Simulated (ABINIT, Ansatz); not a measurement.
# ZnWO4 (P2/c): changed settings of a GW run in ABINIT

Aim: change inputs of a GW run on ZnWO4 (P2/c) and see what moves.

Main program and level: ABINIT 10.8.3; LDA and many-body steps on it, plane waves.

Most raw output is cut from this account.

## (1) Set-up

It takes space group P2/c (No. 13, monoclinic). The conventional cell has a = 4.699 Å, b = 5.729 Å, c = 4.937 Å, α = 90.00°, β = 90.61°, γ = 90.00°. Nearest to Zn lie 6 O at 2.03 to 2.23 Å. Nearest to W lie 6 O at 1.80 to 2.14 Å. Nearest to O lie 2 W at 1.92 to 2.14 Å and 1 Zn at 2.03 Å. O has 1 W at 1.80 Å and 2 Zn at 2.09 to 2.23 Å nearest. Farther neighbours and most contacts between anions are not listed.

Coordinates:

```cif
data_structure
_symmetry_space_group_name_H-M 'P2/c'
_symmetry_Int_Tables_number 13
_cell_length_a 4.6986
_cell_length_b 5.7293
_cell_length_c 4.9367
_cell_angle_alpha 90.000
_cell_angle_beta 90.615
_cell_angle_gamma 90.000
_cell_volume 132.89
loop_
_atom_site_label
_atom_site_type_symbol
_atom_site_symmetry_multiplicity
_atom_site_Wyckoff_symbol
_atom_site_fract_x
_atom_site_fract_y
_atom_site_fract_z
_atom_site_occupancy
Zn1 Zn 2 f 0.50000 0.68400 0.25000 1
W1 W 2 e 0.00000 0.18258 0.25000 1
O1 O 4 g 0.21690 0.10510 0.93630 1
O2 O 4 g 0.25650 0.37770 0.39960 1
```

The cell and positions come from the Crystallography Open Database and are kept as given unless a step says otherwise. Spin-orbit coupling is left out unless a step names it.

## (2) Screening, 4×2×2 mesh, 219 bands, screening to 141.5 eV

This step: ABINIT 10.8.3; RPA screening on LDA, plane waves, norm-conserving pseudopotentials.

The RPA dielectric matrix is built and inverted for each q.

run.abi

```
acell 3*1.0 Angstrom
rprim 
  4.698600000000 0.000000000000 0.000000000000
  0.000000000000 5.729300000000 0.000000000000
  -0.052988409000 0.000000000000 4.936415614400
ntypat 3
znucl 30 74 8
natom 12
typat 1 1 2 2 3 3 3 3 3 3 3 3
xred 
  0.500000000000 0.684000000000 0.250000000000
  0.500000000000 0.316000000000 0.750000000000
  0.000000000000 0.182580000000 0.250000000000
  0.000000000000 0.817420000000 0.750000000000
  0.216900000000 0.105100000000 0.936300000000
  0.783100000000 0.105100000000 0.563700000000
  0.783100000000 0.894900000000 0.063700000000
  0.216900000000 0.894900000000 0.436300000000
  0.256500000000 0.377700000000 0.399600000000
  0.743500000000 0.377700000000 0.100400000000
  0.743500000000 0.622300000000 0.600400000000
  0.256500000000 0.622300000000 0.899600000000
pp_dirpath "pseudos"
pseudos "Zn.upf, W.upf, O.upf"
ecut 36
ngkpt 4 2 2
nshiftk 1
shiftk 0 0 0
kptopt 1
chksymbreak 0
istwfk *1
occopt 1
irdwfk 1
optdriver 3
nband 219
ecuteps 5.2
inclvkb 2
awtr 1
symchi 1
indata_prefix "in"
outdata_prefix "out"
tmpdata_prefix "tmp"
```

Run with:

```sh
$ OMP_NUM_THREADS=1 mpirun -n 16 abinit run.abi > log
```

Wall time 12 min (16 MPI ranks of Arm Neoverse N1, shared host); peak memory 18 GiB.

This step gave:

* ε∞ with local fields, on this mesh, along the program's q direction: 5.530
* the same without local fields: 6.331
* plasma frequency: 34.69 eV
* plane waves in the screening matrix: 519

Local fields lower ε∞ by 13 %. On a Γ-centred mesh this coarse the value itself is usually too large, while a short band sum pulls it down.

## (3) Base

The self-energy is evaluated for the states that the input lists, and the levels follow from it, in one-shot runs by the linearised quasiparticle equation.

This step: G0W0 on LDA, plane waves, norm-conserving pseudopotentials.

Edit run.abi of step 2 so:

```diff
@@ -33,8 +33,17 @@
 irdwfk 1
-optdriver 3
+optdriver 4
 nband 219
+gwcalctyp 0
+ecutsigx 36
+symsigma 1
+nkptgw 2
+kptgw 
+  0.0000000000 0.5000000000 0.0000000000
+  0.0000000000 0.0000000000 0.0000000000
+bdgw 
+  57 60
+  57 60
 ecuteps 5.2
-inclvkb 2
-awtr 1
-symchi 1
+irdscr 1
+ppmodel 1
 indata_prefix "in"
```

The job ended after 40 s (16 MPI ranks; peak memory 7.3 GiB; 11 min of CPU time).

Numbers from this step:

* G0W0 gap on the points computed: 4.683 eV
* starting gap on the mesh: 2.885 eV
* k of the valence top: 0, 0.5, 0
* k of the conduction bottom: 0, 0.5, 0
* Z at the valence top: 0.787
* Z at the conduction bottom: 0.825
* least direct G0W0 gap on the computed points: 4.683 eV

The gap on the mesh goes from 2.88 eV to 4.68 eV, a correction of +1.80 eV.

## (4) Smaller part of the screening matrix

Edit run.abi of step 3 so:

```diff
@@ -45,3 +45,3 @@
   57 60
-ecuteps 5.2
+ecuteps 2.6
 irdscr 1
```

Run time: 13 s. Hardware: 16 MPI ranks; peak memory 4.3 GiB.

Numbers from this step:

```
G0W0 gap on the points computed              : 4.877 eV
starting gap on the mesh                     : 2.885 eV
k of the valence top                         : 0, 0.5, 0
k of the conduction bottom                   : 0, 0.5, 0
Z at the valence top                         : 0.803
Z at the conduction bottom                   : 0.831
least direct G0W0 gap on the computed points : 4.877 eV
```

## (5) Contour deformation on a plasmon-pole file

Edit run.abi of step 4 so:

```diff
@@ -35,3 +35,3 @@
 nband 219
-gwcalctyp 0
+gwcalctyp 2
 ecutsigx 36
@@ -45,5 +45,4 @@
   57 60
-ecuteps 2.6
+ecuteps 5.2
 irdscr 1
-ppmodel 1
 indata_prefix "in"
```

Wall time 8.4 s (16 MPI ranks); peak memory 3.9 GiB.

The run stopped with an error after 8.4 s.

The fault put into this input: contour deformation on a plasmon-pole file.

## (6) Side by side

Times are wall times on 16 MPI ranks of Arm Neoverse N1, shared host, good to a factor of about two. A run's time includes the screening step that it read.

```tsv
run	mesh	bands	screening cutoff (eV)	DFT gap (eV)	gap on the mesh (eV)	direct (eV)	ε∞ used	time
base	4×2×2	219	141.5	2.885	4.683	4.683	5.53	12 min
smaller part of the screening matrix	4×2×2	219	70.7	2.885	4.877	4.877	5.53	12 min
```

## (7) Outcome

| Property | Result |
| --- | --- |
| base | 4.683 eV |
| smaller part of the screening matrix | 4.877 eV |
| known limits | not at the basis limit; d shell near the gap, gap tends to lie low; no spin-orbit coupling; coarse k mesh |

In words: Smaller part of the screening matrix: +0.194 eV against base (keys changed: ecuteps). Bands and cutoff are finite, so the gap is not at the basis limit. The miss can reach some tenths of an eV and take either sign; the mesh is an error of its own. In the G0W0 runs levels were corrected at 2 k points alone, so a gap called «on the mesh» is the least over those, and an edge elsewhere would be missed. The 4×2×2 mesh is coarse for this cell, which bears on the long-range parts of exchange and screening. A d shell, filled or nearly so, lies near the gap. One-shot GW converges very slowly in bands there, not always from below, and on a semilocal start the gap tends to come out low; starts rich in exact exchange can overshoot instead. The many-body steps are scalar-relativistic: spin-orbit coupling is not in them.

[Paths, hosts, dates, memory and timing lines, banners, echoed tables and standing remarks are left out of the program output.]

[Logs are printed without paths, hosts, clocks, repeated set-up lines and the standing remarks that a program may print on its own settings, such as how far it seeks lower states.]

[Runs of the session that timed out or met a known fault of the program may be left out.]

[Hosts, paths, dates, database ids (printed as entryN), source tags and the programs' standing remarks are cut or masked in the printed files.]

[G0W0 gaps are taken among the corrected bands and points alone; a level outside them can change the order at an edge.]

[Where Ansatz stands beside ABINIT at settings called matched, ABINIT's density can come from a denser mesh and the files from another edition; pairs whose starting gaps differed by over 0.03 eV were left out, so agreement reads better than it is.]
